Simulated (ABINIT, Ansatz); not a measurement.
An input for ABINIT 10.8.3 (ZrSe3 (P2_1/m)):

```
acell 3*1.0 Angstrom
rprim 
  5.410900000000 -0.000000000000 -0.000000000000
  -0.000000000000 3.748800000000 0.000000000000
  -1.229420909100 0.000000000000 9.363634990100
ntypat 2
znucl 40 34
natom 8
typat 1 1 2 2 2 2 2 2
xred 
  0.285000000000 0.250000000000 0.656000000000
  0.715000000000 0.750000000000 0.344000000000
  0.762000000000 0.250000000000 0.554000000000
  0.238000000000 0.750000000000 0.446000000000
  0.456000000000 0.250000000000 0.174000000000
  0.544000000000 0.750000000000 0.826000000000
  0.888000000000 0.250000000000 0.169000000000
  0.112000000000 0.750000000000 0.831000000000
pp_dirpath "pseudos"
pseudos "Zr.upf, Se.upf"
ecut 48
ngkpt 2 4 1
nshiftk 1
shiftk 0 0 0
kptopt 1
chksymbreak 0
istwfk *1
occopt 1
irdwfk 1
optdriver 3
nband 392
ecuteps 6.5
inclvkb 2
awtr 1
symchi 1
indata_prefix "in"
outdata_prefix "out"
tmpdata_prefix "tmp"
```

```sh
OMP_NUM_THREADS=1 mpirun -n 16 abinit run.abi > log
```

Question: Estimate wall time and host memory on 16 MPI ranks of Arm Neoverse N1, shared host.

It took 26 min; on shared hardware allow 13 min to 52 min. Peak host memory was 24 GiB.

[Paths, hosts, dates, memory and timing lines, banners, echoed tables and standing remarks are left out of the program output.]

[Logs are printed without paths, hosts, clocks, repeated set-up lines and the standing remarks that a program may print on its own settings, such as how far it seeks lower states.]

[Runs of the session that timed out or met a known fault of the program may be left out.]

[Hosts, paths, dates, database ids (printed as entryN), source tags and the programs' standing remarks are cut or masked in the printed files.]

[G0W0 gaps are taken among the corrected bands and points alone; a level outside them can change the order at an edge.]

[Where Ansatz stands beside ABINIT at settings called matched, ABINIT's density can come from a denser mesh and the files from another edition; pairs whose starting gaps differed by over 0.03 eV were left out, so agreement reads better than it is.]
